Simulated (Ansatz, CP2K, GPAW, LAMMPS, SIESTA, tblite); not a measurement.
## Running two particles of Al after sintering (141 atoms) with CP2K

How near does CP2K come to plane waves for two particles of Al after sintering (141 atoms)?

Main program and level: CP2K 2026.2; the method is named at each step.

### Step 1. Starting point

The cell holds 141 atoms: 141 Al. Its edges and angles: a = 22.838 Å, b = 23.816 Å, c = 36.621 Å, α = 90.0°, β = 90.0°, γ = 90.0°. It derives from Al (fcc Al). 2 sphere(s) of radius 6.88, 6.19 Å cut from fcc Al (a = 4.05 Å), turned at random and set in contact, in vacuum; annealed 50 ps at 520 K with the Finnis-Sinclair Al potential (Mendelev, file Al_mm.eam.fs of the LAMMPS distribution), cooled to 300 K. Vacuum lies along a, b and c.

The yardstick, on the same geometry:

```
method                 : Kohn-Sham DFT, PBE, PAW, plane waves (Ansatz 0.2.0); cutoff 420 eV, Γ point, fermi-dirac smearing of 0.05 eV; PAW set soft_2
r.m.s. force component : 0.4629 eV/Å
longest force          : 1.756 eV/Å
SCF cycles             : 9
time                   : 69 s on 16 threads of Intel Xeon Platinum 8488C (Sapphire Rapids), shared host
CPU time               : 16 min
```

### Step 2. PBE, DZVP-MOLOPT-SR, 350/50 Ry, diagonalisation

Method: Kohn-Sham DFT, PBE, GTH-PBE pseudopotentials, Gaussian and plane waves, DZVP-MOLOPT-SR-GTH, diagonalisation.

input.inp reads:

```
&GLOBAL
  PROJECT cell
  RUN_TYPE ENERGY_FORCE
  PRINT_LEVEL LOW
&END GLOBAL
&FORCE_EVAL
  METHOD QS
  &DFT
    BASIS_SET_FILE_NAME BASIS_MOLOPT
    POTENTIAL_FILE_NAME GTH_POTENTIALS
    &MGRID
      CUTOFF 350
      REL_CUTOFF 50
    &END MGRID
    &QS
      EPS_DEFAULT 1.0E-12
    &END QS
    &SCF
      SCF_GUESS ATOMIC
      EPS_SCF 5.0E-06
      MAX_SCF 200
      ADDED_MOS 56
      &DIAGONALIZATION
        ALGORITHM STANDARD
      &END DIAGONALIZATION
      &SMEAR ON
        METHOD FERMI_DIRAC
        ELECTRONIC_TEMPERATURE [K] 580
      &END SMEAR
      &MIXING
        METHOD BROYDEN_MIXING
        ALPHA 0.2
        NBROYDEN 12
        BETA 0.05
      &END MIXING
      &PRINT
        &RESTART OFF
        &END RESTART
      &END PRINT
    &END SCF
    &XC
      &XC_FUNCTIONAL PBE
      &END XC_FUNCTIONAL
    &END XC
    &PRINT
      &MULLIKEN ON
      &END MULLIKEN
      &HIRSHFELD ON
        SHAPE_FUNCTION DENSITY
      &END HIRSHFELD
      &MO ON
        EIGENVALUES T
        OCCUPATION_NUMBERS T
        MO_INDEX_RANGE 201 224
        &EACH
          QS_SCF 0
        &END EACH
        ADD_LAST NUMERIC
      &END MO
    &END PRINT
  &END DFT
  &SUBSYS
    &CELL
      A 22.83819 0.00000 0.00000
      B 0.00000 23.81578 0.00000
      C 0.00000 0.00000 36.62134
    &END CELL
    &COORD
      Al 13.13561 16.57054 1.62818
      Al 15.40687 16.05755 35.14843
      Al 15.63320 15.45692 1.01697
      Al 10.77826 14.83247 29.27144
      Al 10.45898 17.03805 31.29037
      Al 13.07075 17.34789 35.41796
      Al 16.23339 14.64980 3.63943
      Al 15.40527 17.25644 3.04799
      Al 13.78330 13.26325 4.99369
      Al 14.08888 17.59986 7.69744
      Al 11.45358 18.43842 0.82252
      Al 11.50268 17.99377 3.42556
      Al 11.56754 17.18261 6.32560
      Al 12.94971 18.04236 32.82664
      Al 13.59443 13.54546 31.35263
      Al 12.87046 15.98015 30.77950
      Al 11.25580 12.54091 29.90901
      Al 16.13381 12.56116 1.61024
      Al 15.83235 11.44110 33.60960
      Al 15.74031 13.45830 35.58313
      Al 13.35006 14.54120 36.26318
      Al 13.32791 12.56997 34.11205
      Al 13.68236 11.90670 0.19446
      Al 15.68824 14.08418 33.17893
      Al 13.31649 15.44287 33.57921
      Al 10.99750 14.51357 31.98654
      Al 11.11421 14.05179 34.64379
      Al 8.98957 18.50724 33.27891
      Al 10.65059 16.59412 34.07469
      Al 13.47408 15.85083 4.28433
      Al 13.81642 11.35084 2.86708
      Al 13.50514 13.96819 2.32875
      Al 11.14481 15.17923 2.85280
      Al 11.18340 13.23252 0.66871
      Al 11.38781 12.38992 3.53726
      Al 10.82736 15.85988 0.03516
      Al 9.05603 17.88660 35.86511
      Al 8.52801 15.30450 35.15868
      Al 8.40057 14.34043 1.21803
      Al 11.26654 19.02143 34.63610
      Al 6.97387 16.45075 0.61744
      Al 8.76279 13.83721 3.83499
      Al 9.35407 16.36287 4.53775
      Al 13.77440 18.46342 4.90836
      Al 9.20539 17.12355 1.95375
      Al 13.47522 10.91382 32.05539
      Al 8.60018 13.95819 30.50008
      Al 10.90432 9.87450 30.83224
      Al 15.92987 10.52967 36.31482
      Al 13.89156 10.06288 34.82213
      Al 11.25283 11.32726 35.15759
      Al 11.32135 9.25267 33.22251
      Al 11.63035 8.59559 36.00537
      Al 10.99636 11.85907 32.61533
      Al 8.82559 13.27754 33.25730
      Al 8.73538 11.32226 31.07760
[... 81 atom lines left out ...]
      Al 8.88428 13.11321 6.65080
      Al 16.04840 13.71884 6.25932
      Al 15.88533 15.47264 8.23870
      Al 15.64804 16.45075 5.70927
    &END COORD
    &KIND Al
      BASIS_SET DZVP-MOLOPT-SR-GTH-q3
      POTENTIAL GTH-PBE-q3
    &END KIND
  &END SUBSYS
  &PRINT
    &FORCES ON
    &END FORCES
  &END PRINT
&END FORCE_EVAL
```

The run is started by

```
$ OMP_NUM_THREADS=2 cp2k.psmp -i input.inp > output.txt
```

Numbers of over 12 decimals in the logs are rounded to 6 here.

Output:

```text
CP2K| version string:                                       CP2K version 2026.2
 CP2K| Input file name                                                 input.inp
 GLOBAL| Basis set file name                                        BASIS_MOLOPT
 GLOBAL| Potential file name                                      GTH_POTENTIALS
 GLOBAL| Run type                                                   ENERGY_FORCE
 GLOBAL| Total number of message passing processes                             1
 GLOBAL| Number of threads for this process                                    2
 TOTAL NUMBERS AND MAXIMUM NUMBERS
  Total number of            - Atomic kinds:                                   1
                             - Atoms:                                        141
                             - Shell sets:                                   141
                             - Shells:                                       705
                             - Primitive Cartesian functions:                564
                             - Cartesian basis functions:                   1974
                             - Spherical basis functions:                   1833
  Maximum angular momentum of- Orbital basis functions:                        2
                             - Local part of the GTH pseudopotential:          0
                             - Non-local part of the GTH pseudopotential:      2
 SCF PARAMETERS         Density guess:                                    ATOMIC
                        max_scf:                                             200
                        eps_scf:                                        5.00E-06
                        added MOs                                        56    0
                        Mixing method:                            BROYDEN_MIXING
                                                charge density mixing in g-space
                        Smear method:                                FERMI_DIRAC
                        Electronic temperature [K]:                        580.0
                        Electronic temperature [a.u.]:                  1.84E-03
                        Accuracy threshold:                             1.00E-10
 Extrapolation method: initial_guess
 Number of electrons:                                                        423
 Number of occupied orbitals:                                                212
 Number of molecular orbitals:                                               268
 Number of orbital functions:                                               1833
 Number of independent orbital functions:                                   1833
 SCF WAVEFUNCTION OPTIMIZATION
  Step     Update method      Time    Convergence         Total energy    Change
     1 NoMix/Diag. 0.20E+00   20.3     0.84752844      -302.9120327332 -3.03E+02
     2 Broy./Diag. 0.20E+00   28.8     0.53794268      -294.6687861378  8.24E+00
     3 Broy./Diag. 0.20E+00   27.5     0.60960763      -299.6791813808 -5.01E+00
     4 Broy./Diag. 0.20E+00   28.7     0.47674017      -295.5167480377  4.16E+00
[...]
35 Broy./Diag. 0.20E+00   45.3     0.00000793      -289.6548943735 -2.22E-05
    36 Broy./Diag. 0.20E+00   43.2     0.00000485      -289.6549135273 -1.92E-05
  *** SCF run converged in    36 steps ***
  Electronic density on regular grids:       -422.9999999998        0.0000000002
  Core density on regular grids:              422.9999999988       -0.0000000012
  Total charge density on r-space grids:       -0.0000000010
  Total charge density g-space grids:          -0.0000000010
  Overlap energy of the core charge distribution:               3.69e-12
  Self energy of the core charge distribution:               -795.507313
  Core Hamiltonian energy:                                    162.914155
  Hartree energy:                                             451.585716
  Exchange-correlation energy:                               -108.626541
  Electronic entropic energy:                                  -0.020930
  Fermi energy:                                                -0.100782
  Total energy:                                              -289.654914
  Total energy (extrapolated to T->0):                       -289.644448
 MO| EIGENVALUES AND OCCUPATION NUMBERS
 MO|
 MO|  Index      Eigenvalue [a.u.]        Eigenvalue [eV]             Occupation
 MO|    201              -0.113585              -3.090805               1.998123
 MO|    202              -0.112201              -3.053149               1.996018
 MO|    203              -0.110656              -3.011112               1.990791
[...]
MO|    223              -0.088288              -2.402431               0.002220
 MO|    224              -0.087706              -2.386601               0.001618
 MO| Sum:                                                             423.000000
 MO| E(Fermi):           -0.100782 a.u.         -2.742413 eV
 !-----------------------------------------------------------------------------!
                     Mulliken Population Analysis
 #  Atom  Element  Kind  Atomic population                           Net charge
       1     Al       1          3.033172                             -0.033172
       2     Al       1          2.759384                              0.240616
       3     Al       1          2.886819                              0.113181
[...]
140     Al       1          2.839816                              0.160184
     141     Al       1          2.900020                              0.099980
 # Total charge                            423.000000                  0.000000
 !-----------------------------------------------------------------------------!
 !-----------------------------------------------------------------------------!
                           Hirshfeld Charges
  #Atom  Element  Kind  Ref Charge     Population                    Net charge
      1       Al     1       3.000          3.016                        -0.016
      2       Al     1       3.000          2.997                         0.003
      3       Al     1       3.000          2.992                         0.008
[...]
140       Al     1       3.000          2.997                         0.003
    141       Al     1       3.000          3.005                        -0.005
  Total Charge                                                           -0.000
 !-----------------------------------------------------------------------------!
 ENERGY| Total FORCE_EVAL ( QS ) energy [hartree]           -289.654907
 FORCES| Atomic forces [hartree/bohr]
 FORCES|   Atom     x               y               z               |f|
 FORCES|      1  7.10804139E-03  5.33164705E-03 -5.15237695E-03   1.02712074E-02
 FORCES|      2  3.92161181E-03  8.92523024E-03 -7.27360879E-03   1.21632298E-02
 FORCES|      3  3.34965867E-03 -5.68865574E-03  1.01131904E-02   1.20771536E-02
[...]
FORCES|    140 -3.09354965E-03  1.50037816E-03  7.19061679E-03   7.97032960E-03
 FORCES|    141  9.67323247E-03  1.59483745E-03 -2.81821127E-04   9.80787215E-03
 FORCES| Sum    -7.57588124E-08  4.12852091E-08 -4.09417643E-09
 FORCES| Total atomic force                                       8.63749294E-08
```

It took 24 min on 2 threads of Intel Xeon Platinum 8488C (Sapphire Rapids), shared host; peak memory 24 GiB; 38 min of CPU time.

Banners, paths, timers and routine set-up lines are dropped from the logs unmarked, and long logs keep their key lines alone; longer cuts are marked.

Against the reference:

```
r.m.s. force component                  : 0.4554 eV/Å
r.m.s. difference of force components   : 16.66 meV/Å
longest difference of force vectors     : 47.85 meV/Å
force difference over r.m.s. force      : 3.6 %
slope of forces against the reference's : 0.9832
correlation of force components         : 0.9995
```

A closer look about Al26, picked at random: 13 atoms, nearest first, numbered in the order of the input, with positions taken from that point.

| atom | x | y | z | distance (Å) | bonds | Hirshfeld charge (e) | Fx | Fy | Fz (eV/Å) |
| --- | --- | --- | --- | --- | --- | --- | --- | --- | --- |
| Al26 | 0.00 | 0.00 | 0.00 | 0.00 | 12 | -0.03 | -0.26 | -0.18 | 0.35 |
| Al16 | 1.87 | 1.47 | -1.21 | 2.67 | 6 | 0.00 | 0.18 | 0.78 | -0.03 |
| Al5 | -0.54 | 2.52 | -0.70 | 2.67 | 7 | 0.02 | 0.08 | 0.42 | 0.00 |
| Al27 | 0.12 | -0.46 | 2.66 | 2.70 | 12 | -0.01 | -0.20 | -0.41 | 0.03 |
| Al54 | 0.00 | -2.65 | 0.63 | 2.73 | 12 | -0.04 | 0.23 | 0.73 | -0.10 |
| Al4 | -0.22 | 0.32 | -2.72 | 2.74 | 5 | 0.00 | -0.16 | 1.40 | -0.32 |
| Al55 | -2.17 | -1.24 | 1.27 | 2.80 | 12 | -0.01 | -0.43 | 0.05 | 0.05 |
| Al15 | 2.60 | -0.97 | -0.63 | 2.84 | 8 | 0.02 | 0.15 | -0.29 | 0.34 |
| Al47 | -2.40 | -0.56 | -1.49 | 2.87 | 7 | 0.01 | -0.11 | 0.23 | 0.32 |
| Al17 | 0.26 | -1.97 | -2.08 | 2.88 | 7 | 0.02 | 0.01 | -1.45 | 0.63 |
| Al25 | 2.32 | 0.93 | 1.59 | 2.96 | 11 | -0.02 | -0.33 | -0.59 | -0.56 |
| Al29 | -0.35 | 2.08 | 2.09 | 2.97 | 12 | -0.04 | 0.62 | -0.64 | -0.75 |
| Al58 | -2.71 | 1.57 | 0.52 | 3.18 | 9 | 0.01 | 0.08 | -0.65 | -0.54 |

Forces lie 3.6 % from the reference's, at 2.4 times its CPU time (on 2 against 16 cores).

Further runs of this program without a result: CP2K GFN1-xTB, diagonalisation (not converged).

### Step 3. Summary of results

| Item | Value |
| --- | --- |
| force difference from the reference | CP2K PBE, DZVP-MOLOPT-SR, 350/50 Ry, diagonalisation, 3.6 % |
| its CPU time | 38 min |

The PBE run in local orbitals differs by 3.6 % (CP2K PBE, DZVP-MOLOPT-SR, 350/50 Ry, diagonalisation); basis, grid and potentials can all enter. The electron count is odd in Ansatz plane waves (reference) and CP2K PBE, DZVP-MOLOPT-SR, 350/50 Ry, diagonalisation, and they have no spin polarisation, so the unpaired electron is spread evenly over both spins. The electron count is odd and the run has no spin polarisation, so levels at the top are partly filled by construction.

[Also dropped from logs without a mark: logging warnings of Python, and SIESTA's first energy breakdown and zero terms.]

[Logs are printed without paths, hosts, clocks, repeated set-up lines and the standing remarks that a program may print on its own settings, such as how far it seeks lower states.]

[Hosts, paths, dates, database ids (printed as entryN), source tags and the programs' standing remarks are cut or masked in the printed files.]
